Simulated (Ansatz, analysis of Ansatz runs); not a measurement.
# K3Ni2F7 (I4/mmm): does an added electron stay on Ni?

Question: does an added electron stay on the Ni atom where it is started in K3Ni2F7 (I4/mmm), and if so, how high is the barrier for a hop to another Ni site nearby? Model: a cell of 48 host atoms.

Method: plane-wave PAW DFT, PBEsol+U; relaxation of all atoms of a supercell at fixed charge in a uniform background; PAW set soft_1, in Ansatz 0.2.0.

### 1. Set-up

The cell holds 48 atoms: 12 K, 8 Ni and 28 F. Cell: a = 8.039 Å, b = 8.039 Å, c = 10.854 Å, α = 100.7°, β = 100.7°, γ = 90.0°. It derives from K3Ni2F7 (space group I4/mmm). Nearest the centre at fractional (0.452, 0.702, 0.808): F19 at 0.03 Å, Ni17 at 2.01 Å, Ni5 at 2.01 Å, K13 at 2.73 Å, K37 at 2.73 Å, F24 at 2.83 Å, F12 at 2.83 Å, F8 at 2.84 Å.

Hubbard terms: Ni d 4.5 eV. They were chosen, not fitted, to curb self-interaction in the shells named, the trial site's among them. The two sites are Ni5 and Ni17. The cell's shortest repeat is 8.0 Å. The host's moments were started antiferromagnetic in the unit cell, high spin; both sites carry the same spin direction.

### 2. The cell without the carrier

The neutral cell is relaxed first, from small random displacements, so that bond lengths and moments with the carrier can be set beside those of a relaxed cell without it.

The input, neutral.relax/input.yaml:

```yaml
crystal:
  lattice:
    - [0.0, -8.03871387, 0.0]
    - [8.03871387, 0.0, 0.0]
    - [-2.00967847, 2.00967847, 10.47571861]
  atoms:
    - { symbol: K, position: [0.157935, 0.157935, 0.63174] }
    - { symbol: K, position: [0.342065, 0.342065, 0.36826] }
    - { symbol: K, position: [0.25, 0.25, 0.0] }
    - { symbol: Ni, position: [0.048121, 0.048121, 0.192486], spin: 2.0 }
    - { symbol: Ni, position: [0.451879, 0.451879, 0.807514], spin: -2.0 }
    - { symbol: F, position: [0.0, 0.0, 0.0] }
    - { symbol: F, position: [0.452563, 0.202563, 0.81025] }
    - { symbol: F, position: [0.202563, 0.452563, 0.81025] }
    - { symbol: F, position: [0.047437, 0.297437, 0.18975] }
    - { symbol: F, position: [0.297437, 0.047437, 0.18975] }
    - { symbol: F, position: [0.09561, 0.09561, 0.382439] }
    - { symbol: F, position: [0.40439, 0.40439, 0.617561] }
    - { symbol: K, position: [0.157935, 0.657935, 0.63174] }
    - { symbol: K, position: [0.342065, 0.842065, 0.36826] }
    - { symbol: K, position: [0.25, 0.75, 0.0] }
    - { symbol: Ni, position: [0.048121, 0.548121, 0.192486], spin: 2.0 }
    - { symbol: Ni, position: [0.451879, 0.951879, 0.807514], spin: -2.0 }
    - { symbol: F, position: [0.0, 0.5, 0.0] }
    - { symbol: F, position: [0.452563, 0.702563, 0.81025] }
    - { symbol: F, position: [0.202563, 0.952563, 0.81025] }
    - { symbol: F, position: [0.047437, 0.797437, 0.18975] }
    - { symbol: F, position: [0.297437, 0.547437, 0.18975] }
    - { symbol: F, position: [0.09561, 0.59561, 0.382439] }
    - { symbol: F, position: [0.40439, 0.90439, 0.617561] }
    - { symbol: K, position: [0.657935, 0.157935, 0.63174] }
    - { symbol: K, position: [0.842065, 0.342065, 0.36826] }
    - { symbol: K, position: [0.75, 0.25, 0.0] }
    - { symbol: Ni, position: [0.548121, 0.048121, 0.192486], spin: 2.0 }
    - { symbol: Ni, position: [0.951879, 0.451879, 0.807514], spin: -2.0 }
    - { symbol: F, position: [0.5, 0.0, 0.0] }
    - { symbol: F, position: [0.952563, 0.202563, 0.81025] }
    - { symbol: F, position: [0.702563, 0.452563, 0.81025] }
    - { symbol: F, position: [0.547437, 0.297437, 0.18975] }
    - { symbol: F, position: [0.797437, 0.047437, 0.18975] }
    - { symbol: F, position: [0.59561, 0.09561, 0.382439] }
    - { symbol: F, position: [0.90439, 0.40439, 0.617561] }
    - { symbol: K, position: [0.657935, 0.657935, 0.63174] }
    - { symbol: K, position: [0.842065, 0.842065, 0.36826] }
    - { symbol: K, position: [0.75, 0.75, 0.0] }
    - { symbol: Ni, position: [0.548121, 0.548121, 0.192486], spin: 2.0 }
    - { symbol: Ni, position: [0.951879, 0.951879, 0.807514], spin: -2.0 }
    - { symbol: F, position: [0.5, 0.5, 0.0] }
    - { symbol: F, position: [0.952563, 0.702563, 0.81025] }
    - { symbol: F, position: [0.702563, 0.952563, 0.81025] }
    - { symbol: F, position: [0.547437, 0.797437, 0.18975] }
    - { symbol: F, position: [0.797437, 0.547437, 0.18975] }
    - { symbol: F, position: [0.59561, 0.59561, 0.382439] }
    - { symbol: F, position: [0.90439, 0.90439, 0.617561] }
basis:
  ecutwfc: 420
  xc_grid: 2
hamiltonian:
  xc: pbesol
  hubbard:
    sites: [{ species: Ni, l: d, u_eff: 4.5 }]
    projectors: ortho-atomic
  pseudopotentials: { kind: paw, azcp: { folder: soft_1 }, xc_functional: pbe }
kpoints:
  mp_grid: { grid: [1, 1, 1] }
magnetization:
  spin_polarized: true
  initial_magnetization: 0
  spin_locking: { lock_magnetization: hard }
scf:
  occupations: { method: fermi_dirac, width: 0.01 }
  max_iter: 120
  lower_state_search: "off"
output:
  forces: true
relax:
  f_tol: 0.02
  max_steps: 70
  random_displacement: { amplitude: 0.04, seed: 2619 }
checkpoint:
  write: "../neutral.relax.run"
  compress: false
  write_wavefunctions: true
  write_every: 100000
```

On the command line:

```sh
$ ansatz run input.yaml --threads 4 --pin off --max-ram 9420MiB --backend cpu --events-out ev --progress --plain --runs-dir out
```

Numbers of over 12 decimals in the logs are rounded to 6 here.

The log of the run:

```text
[... repeated set-up lines and file paths are left out, and long positions are rounded to six places ...]
Engine: ansatz 0.2.0, x86_64-unknown-linux-gnu
Pseudopotentials: kind: paw
Pseudopotential: K, paw, valence charge 9, recommended cutoff 420 eV (normal), soft_1/K.paw.azcp
Pseudopotential: Ni, paw, valence charge 18, recommended cutoff 420 eV (normal), soft_1/Ni.paw.azcp
Pseudopotential: F, paw, valence charge 7, recommended cutoff 420 eV (normal), soft_1/F.paw.azcp
Functional definition: PBEsol
  exchange = pbesol_x
  correlation = pbesol_c
Crystal: 48 atoms, lattice volume = 676.951 Å³
Basis set: ecut = 420 eV, 13217 PW (Γ), exchange–correlation on 108×108×150 points (8 copies of the dense FFT grid, shifted against one another)
Bands: 272, of which v1, the nominal top of the filled ones, is band 224 counted from 1 (223 counted from 0)
Symmetry: 1 space group operations
k-points: 1
Non-local potential: K, projectors of the file, l = 0: 3, l = 1: 2, l = 2: 2
Non-local potential: Ni, projectors of the file, l = 0: 3, l = 1: 2, l = 2: 3, l = 3: 1
Non-local potential: F, projectors of the file, l = 0: 2, l = 1: 2, l = 2: 1
PAW form: soft (Blöchl's): semilocal exchange-correlation on the pseudo side does not see the compensation charge
PAW frozen core: K, regenerated for the run's functional, and the local potential with it (the file was generated under x = pbe(κ = 0.804, μ = 0.219515), c = pbe(β = 0.066725))
PAW frozen core: Ni, regenerated for the run's functional, and the local potential with it (the file was generated under x = pbe(κ = 0.804, μ = 0.219515), c = pbe(β = 0.066725))
[...]
atom  19  F      0.00223581     0.00083925     0.00188918
  atom  20  F      0.00044663     0.00233723    -0.00357542
  [... 3 atoms left out ...]
  atom  24  F      0.00083920    -0.00181862    -0.00057679
  [... 7 atoms left out ...]
  atom  32  F      0.00248710     0.00016553     0.00068825
  [... 4 atoms left out ...]
  atom  37  K      0.00040294    -0.00044321     0.00241282
  [... 11 atoms left out ...]
  max |Σ_I F_I| component: 5.00e-5 eV/Å
--- Band table (eV) ---
  k-point 0 ↑: bands = ["-98.7256", "-98.7252", "-98.7248", "-98.7237", [... 264 left out ...] "14.8258", "14.8509", "14.8512", "15.2178"]
  k-point 0 ↓: bands = ["-98.7257", "-98.7251", "-98.7248", "-98.7237", [... 264 left out ...] "14.8257", "14.8510", "14.8511", "15.2178"]
Occupation matrices written to <dir>
--- Relaxed structure (4 steps of the walk, 4 accepted, 0 SCFs on fresh bases) ---
  F+E_penalty+E_count = -87068.96492269 eV   max|allowed force component| = 1.050e-2 eV/Å
  atoms:
    - { symbol: K, position: [0.158700, 0.158062, 0.631880] }
    - { symbol: K, position: [0.342829, 0.342082, 0.368450] }
[...]
- { symbol: Ni, position: [0.452580, 0.451873, 0.807483] }
[...]
- { symbol: F, position: [0.203415, 0.452786, 0.810652] }
[...]
- { symbol: F, position: [0.404775, 0.403793, 0.617367] }
    - { symbol: K, position: [0.158609, 0.658008, 0.631938] }
[...]
- { symbol: Ni, position: [0.452568, 0.951851, 0.807385] }
    [... 1 atom left out ...]
    - { symbol: F, position: [0.453429, 0.702389, 0.809744] }
    - { symbol: F, position: [0.203436, 0.952434, 0.810754] }
    [... 3 atoms left out ...]
    - { symbol: F, position: [0.404690, 0.904725, 0.617326] }
    [... 7 atoms left out ...]
    - { symbol: F, position: [0.703274, 0.452136, 0.810018] }
    [... 4 atoms left out ...]
    - { symbol: K, position: [0.658670, 0.657843, 0.631785] }
    [... 11 atoms left out ...]
[key lines of the parts left out:]
SCF converged after 8 iterations
Magnetization: 0.0000 μB (224.0000 up, 224.0000 down)
Free energy (F): -87068.964923 eV
Fermi energy:    6.039686 (↑ 6.039641, ↓ 6.039731) eV
```

Wall time 27 s (4 threads of AMD EPYC 9B14 (Zen 4), shared host); peak memory 1.4 GiB.

The largest displacement from an ideal site is 0.011 Å.

### 3. The electron on the first site

The nearest neighbour or neighbours of the site start displaced and the site's starting moment is changed by the carrier's spin, since a carrier doesn't trap itself in the undistorted lattice.

The input, A.relax/input.yaml:

```yaml
crystal:
  lattice:
    - [0.0, -8.03871387, 0.0]
    - [8.03871387, 0.0, 0.0]
    - [-2.00967847, 2.00967847, 10.47571861]
  atoms:
    - { symbol: K, position: [0.1587, 0.158062, 0.63188] }
    - { symbol: K, position: [0.342829, 0.342082, 0.36845] }
    - { symbol: K, position: [0.25065, 0.24989, 0.00017] }
    - { symbol: Ni, position: [0.048873, 0.048223, 0.192841], spin: 2.0 }
    - { symbol: Ni, position: [0.45258, 0.451873, 0.807483], spin: -1.0 }
    - { symbol: F, position: [0.000222, 0.000215, 8.5e-05] }
    - { symbol: F, position: [0.453196, 0.187726, 0.810862] }
    - { symbol: F, position: [0.188512, 0.45281, 0.810748] }
    - { symbol: F, position: [0.04708, 0.297467, 0.189987] }
    - { symbol: F, position: [0.298014, 0.048343, 0.189492] }
    - { symbol: F, position: [0.096665, 0.095671, 0.382918] }
    - { symbol: F, position: [0.401911, 0.400929, 0.605912] }
    - { symbol: K, position: [0.158609, 0.658008, 0.631938] }
    - { symbol: K, position: [0.342669, 0.841972, 0.368429] }
    - { symbol: K, position: [0.250727, 0.750164, 0.000214] }
    - { symbol: Ni, position: [0.048889, 0.548179, 0.192885], spin: 2.0 }
    - { symbol: Ni, position: [0.452568, 0.951851, 0.807385], spin: -2.0 }
    - { symbol: F, position: [0.000462, 0.499891, 0.000182] }
    - { symbol: F, position: [0.453453, 0.71734, 0.80984] }
    - { symbol: F, position: [0.203436, 0.952434, 0.810754] }
    - { symbol: F, position: [0.04912, 0.797423, 0.189887] }
    - { symbol: F, position: [0.298091, 0.546362, 0.189803] }
    - { symbol: F, position: [0.096674, 0.595698, 0.382949] }
    - { symbol: F, position: [0.40469, 0.904725, 0.617326] }
    - { symbol: K, position: [0.658713, 0.158131, 0.631777] }
    - { symbol: K, position: [0.842641, 0.342155, 0.368497] }
    - { symbol: K, position: [0.750746, 0.249891, -1.5e-05] }
    - { symbol: Ni, position: [0.548899, 0.048187, 0.192845], spin: 2.0 }
    - { symbol: Ni, position: [0.952683, 0.451888, 0.80748], spin: -2.0 }
    - { symbol: F, position: [0.501394, -0.000782, 0.00012] }
    - { symbol: F, position: [0.953516, 0.202492, 0.810065] }
    - { symbol: F, position: [0.718226, 0.452159, 0.810113] }
    - { symbol: F, position: [0.548927, 0.297291, 0.189287] }
    - { symbol: F, position: [0.798261, 0.04656, 0.190392] }
    - { symbol: F, position: [0.59606, 0.09635, 0.382926] }
    - { symbol: F, position: [0.905564, 0.404498, 0.617402] }
    - { symbol: K, position: [0.65867, 0.657843, 0.631785] }
    - { symbol: K, position: [0.842857, 0.842015, 0.368497] }
    - { symbol: K, position: [0.750848, 0.750136, 0.000206] }
    - { symbol: Ni, position: [0.548861, 0.548158, 0.192881], spin: 2.0 }
    - { symbol: Ni, position: [0.952565, 0.951864, 0.807377], spin: -2.0 }
    - { symbol: F, position: [0.503865, 0.503623, 0.011665] }
    - { symbol: F, position: [0.953237, 0.702606, 0.810454] }
    - { symbol: F, position: [0.703184, 0.952579, 0.809763] }
    - { symbol: F, position: [0.547295, 0.797606, 0.190614] }
    - { symbol: F, position: [0.798231, 0.5486, 0.190285] }
    - { symbol: F, position: [0.596129, 0.595146, 0.382996] }
    - { symbol: F, position: [0.90528, 0.904175, 0.617289] }
total_charge: -1
basis:
  ecutwfc: 420
  xc_grid: 2
hamiltonian:
  xc: pbesol
  hubbard:
    sites: [{ species: Ni, l: d, u_eff: 4.5 }]
    projectors: ortho-atomic
  pseudopotentials: { kind: paw, azcp: { folder: soft_1 }, xc_functional: pbe }
kpoints:
  mp_grid: { grid: [1, 1, 1] }
magnetization:
  spin_polarized: true
  initial_magnetization: 1
  spin_locking: { lock_magnetization: hard }
scf:
  occupations: { method: fermi_dirac, width: 0.01 }
  max_iter: 120
  lower_state_search: "off"
output:
  forces: true
relax:
  f_tol: 0.015
  max_steps: 70
  escape_saddle: false
checkpoint:
  write: "../A.relax.run"
  compress: false
  write_wavefunctions: true
  write_every: 100000
```

The log of the run:

```text
[...]
Crystal: 48 atoms, lattice volume = 676.951 Å³
Basis set: ecut = 420 eV, 13217 PW (Γ), exchange–correlation on 108×108×150 points (8 copies of the dense FFT grid, shifted against one another)
Bands: 273, of which v1, the nominal top of the filled ones, is band 225 counted from 1 (224 counted from 0)
[... 1 set-up line as in the run before ...]
[...]
k-points: 1
[...]
Starting moments: Σ|m| = 15 μB on 8 of 48 sites
[...]
SCF iter   1: F=—  HF=-87223.127198 eV  |F-HF|=—  |Δ(HF+E_count)|=         —  Δρ=2.39e-1 (↑2.26e-1 ↓2.39e-1)  dr2=1.05e3  dr2_m=5.44e1  M=1.000 μB ∫|m|=3.426 μB  β_m=0.30  ethr=3.10e-3  ⟨swp⟩=6.0  Hψ=2017  notcnv=0  defer=53
[...]
SCF iter  74: F=-87060.841279 eV  HF=-87060.841281 eV  |F-HF|=1.55e-6  |Δ(HF+E_count)|=   2.63e-6  Δρ=1.69e-5 (↑1.69e-5 ↓7.41e-6)  dr2=2.31e-6  dr2_m=2.87e-7  M=1.000 μB ∫|m|=14.977 μB  ethr=1.25e-9  ⟨swp⟩=2.0  Hψ=1903  notcnv=0
SCF 1 converged in 74 iterations: F = -87060.841279 eV  dr2 = 2.31e-6
[...]
relax step   1: F+E_penalty+E_count = -87060.84127919 eV  Δ(F+E_penalty+E_count) = +0.000e0 eV  max|allowed force component| = 1.090e0 eV/Å  Δτ_max = 0.0000 Å  (74 SCF iters, dr2 threshold 5.63e-6 eV, accepted)
[...]
relax step   2: F+E_penalty+E_count = -87061.00021805 eV  Δ(F+E_penalty+E_count) = -1.589e-1 eV  max|allowed force component| = 7.377e-1 eV/Å  Δτ_max = 0.1665 Å  (12 SCF iters, dr2 threshold 7.43e-5 eV, accepted)
relax step   3: F+E_penalty+E_count = -87061.18323082 eV  Δ(F+E_penalty+E_count) = -1.830e-1 eV  max|allowed force component| = 4.888e-1 eV/Å  Δτ_max = 0.0784 Å  (12 SCF iters, dr2 threshold 3.40e-5 eV, accepted)
relax step   4: F+E_penalty+E_count = -87061.09217883 eV  Δ(F+E_penalty+E_count) = +9.105e-2 eV  max|allowed force component| = 4.478e-1 eV/Å  Δτ_max = 0.1238 Å  (12 SCF iters, dr2 threshold 1.00e-4 eV, rejected (line search))
relax step   5: F+E_penalty+E_count = -87061.28019385 eV  Δ(F+E_penalty+E_count) = -9.696e-2 eV  max|allowed force component| = 8.944e-2 eV/Å  Δτ_max = 0.0599 Å  (19 SCF iters, accepted)
relax step   6: F+E_penalty+E_count = -87061.27991224 eV  Δ(F+E_penalty+E_count) = +2.816e-4 eV  max|allowed force component| = 1.516e-1 eV/Å  Δτ_max = 0.0640 Å  (18 SCF iters, dr2 threshold 5.00e-7 eV, rejected (line search))
relax step   7: F+E_penalty+E_count = -87061.29233297 eV  Δ(F+E_penalty+E_count) = -1.214e-2 eV  max|allowed force component| = 3.212e-2 eV/Å  Δτ_max = 0.0312 Å  (17 SCF iters, accepted)
relax step   8: F+E_penalty+E_count = -87061.29254621 eV  Δ(F+E_penalty+E_count) = -2.132e-4 eV  max|allowed force component| = 3.377e-2 eV/Å  Δτ_max = 0.0079 Å  (12 SCF iters, accepted)
SCF iter   1: F=—  HF=-87061.291666 eV  |F-HF|=—  |Δ(HF+E_count)|=         —  Δρ=3.04e-4 (↑3.04e-4 ↓1.52e-4)  dr2=8.70e-4  dr2_m=1.24e-4  M=1.000 μB ∫|m|=15.008 μB  β_m=0.30  ethr=7.88e-6  ⟨swp⟩=4.0  Hψ=972  notcnv=0  defer=80
[...]
SCF iter  12: F=-87061.292805 eV  HF=-87061.292805 eV  |F-HF|=7.97e-8  |Δ(HF+E_count)|=   1.10e-7  Δρ=3.52e-6 (↑3.52e-6 ↓6.49e-7)  dr2=9.99e-8  dr2_m=1.76e-8  M=1.000 μB ∫|m|=15.008 μB  ethr=2.23e-11  ⟨swp⟩=3.0  Hψ=1452  notcnv=0
SCF 9 converged in 12 iterations: F = -87061.292805 eV  dr2 = 9.99e-8
relax step   9: F+E_penalty+E_count = -87061.29280457 eV  Δ(F+E_penalty+E_count) = -2.584e-4 eV  max|allowed force component| = 3.577e-3 eV/Å  Δτ_max = 0.0033 Å  (12 SCF iters, accepted)
NSCF: frozen V_eff on 1 k-points
[...]
SCF converged after 12 iterations
[...]
Magnetization: 1.0000 μB (225.0000 up, 224.0000 down)
Absolute magnetization: 14.9712 μB (∫|ρ↑−ρ↓|, with the PAW one-centre terms)
[...]
Per-site moments (μB) at R_I (Å): [(0.000972911, 1.088547), (-0.000919473, 1.047372), (-1.0179545697308825e-5, 1.147340), [... 45 left out ...]
Free energy (F): -87061.292805 eV
[...]
Internal energy: -87061.292805 eV  (E = F + TS)
E sigma→0 (E₀):  -87061.292805 eV
Fermi energy:    7.606078 (↑ 7.974453, ↓ 6.578351) eV
[...]
--- Forces (eV/Å), atoms counted from 1 ---
  atom   1  K      0.00031041    -0.00018812    -0.00027526
  atom   2  K     -0.00029049     0.00037989    -0.00018400
  [... 2 atoms left out ...]
  atom   5  Ni    -0.00030058     0.00008697    -0.00357799
  [... 7 atoms left out ...]
  atom  13  K     -0.00023654    -0.00037637    -0.00023797
  [... 1 atom left out ...]
  atom  15  K     -0.00087985    -0.00083631     0.00154334
  [... 1 atom left out ...]
  atom  17  Ni     0.00025326     0.00027243    -0.00152259
  [... 1 atom left out ...]
  atom  19  F     -0.00136810     0.00000393     0.00152363
  atom  20  F      0.00011402     0.00029731    -0.00161652
  [... 3 atoms left out ...]
  atom  24  F      0.00003577    -0.00006927    -0.00195101
  [... 5 atoms left out ...]
  atom  30  F      0.00048761     0.00056388     0.00225339
  [... 6 atoms left out ...]
  atom  37  K     -0.00029921     0.00038682    -0.00082067
  [... 6 atoms left out ...]
  atom  44  F     -0.00022829    -0.00027646     0.00016779
  [... 4 atoms left out ...]
  max |Σ_I F_I| component: 3.96e-5 eV/Å
--- Band table (eV) ---
[...]
Occupation matrices written to <dir>
--- Relaxed structure (9 steps of the walk, 7 accepted, 0 SCFs on fresh bases) ---
  F+E_penalty+E_count = -87061.29280457 eV   max|allowed force component| = 3.577e-3 eV/Å
  atoms:
    - { symbol: K, position: [0.159765, 0.159005, 0.635978] }
    - { symbol: K, position: [0.342858, 0.342116, 0.368772] }
    [... 2 atoms left out ...]
    - { symbol: Ni, position: [0.452161, 0.451441, 0.805742] }
    [... 7 atoms left out ...]
    - { symbol: K, position: [0.159718, 0.658974, 0.635946] }
    [... 1 atom left out ...]
    - { symbol: K, position: [0.249118, 0.748464, -0.006191] }
    [... 1 atom left out ...]
    - { symbol: Ni, position: [0.452161, 0.951432, 0.805732] }
    [... 1 atom left out ...]
    - { symbol: F, position: [0.453229, 0.702497, 0.809878] }
    - { symbol: F, position: [0.203313, 0.952510, 0.810323] }
    [... 3 atoms left out ...]
    - { symbol: F, position: [0.403488, 0.903062, 0.611191] }
    [... 5 atoms left out ...]
    - { symbol: F, position: [0.501950, 0.000659, 0.003833] }
    [... 6 atoms left out ...]
    - { symbol: K, position: [0.659704, 0.658958, 0.635923] }
    [... 6 atoms left out ...]
    - { symbol: F, position: [0.703211, 0.952514, 0.809894] }
    [... 4 atoms left out ...]
```

Run time: 1.7 min. Hardware: 4 threads; peak memory 1.4 GiB; 6.4 min of CPU time.

Step by step:

```csv
step,energy less that of the first step (eV),largest force component (eV/Å)
1,0.0000,1.0902
2,-0.1589,0.7377
3,-0.3420,0.4888
4,-0.2509,0.4478
5,-0.4389,0.0894
6,-0.4386,0.1516
7,-0.4511,0.0321
8,-0.4513,0.0338
9,-0.4515,0.0036
```

Relaxation steps 4, 6 were tried and not accepted.

The atoms that moved most (Å):

```csv
atom,dx,dy,dz,length
F7,0.120,-0.001,-0.006,0.121
F32,0.002,0.120,-0.002,0.120
F8,-0.001,-0.120,-0.005,0.120
F19,-0.119,0.002,0.000,0.119
F42,-0.004,0.000,-0.082,0.082
K39,-0.001,0.001,-0.067,0.067
K15,-0.001,0.000,-0.067,0.067
K3,0.001,0.000,-0.066,0.066
```

The moves above count from the input, in which the site's nearest neighbours were already displaced; the distances below compare with the cell without the carrier.

Distances from Ni5 without and with the electron:

```csv
atom,without (Å),with (Å)
F12,1.99,2.04
F19,2.01,2.01
F8,2.01,2.01
F32,2.01,2.01
F7,2.01,2.01
F42,2.02,2.08
```

The largest changes of the moments are 0.21 μB on Ni5, 0.21 μB on Ni41 and 0.21 μB on Ni17. The carrier did not stay on the chosen site.

### 4. Outcome

* carrier trapped on the chosen site: no
* size of the moment change on that site: 0.21 μB

With PBEsol+U (4.5 eV) (Ni d 4.5 eV) the electron does not stay on the chosen Ni atom: it is spread over 5.6 atoms in effect, so no hop between such sites was computed. The magnetic order was assumed and need not be the ground state; parallel spins on neighbours help a carrier to spread. The search for lower electronic states was switched off. Another U, a hybrid or another start may give another answer. Limits: sampling at the zone centre alone can move energies of charged and open-shell states by tenths of an eV or more in cells of this size; the images are only 8.0 Å apart; gap and trapping depend on the U chosen (Ni d 4.5 eV).

[Logs are printed without paths, hosts, clocks, repeated set-up lines and the standing remarks that a program may print on its own settings, such as how far it seeks lower states.]

[Hosts, paths, dates, database ids (printed as entryN), source tags and the programs' standing remarks are cut or masked in the printed files.]
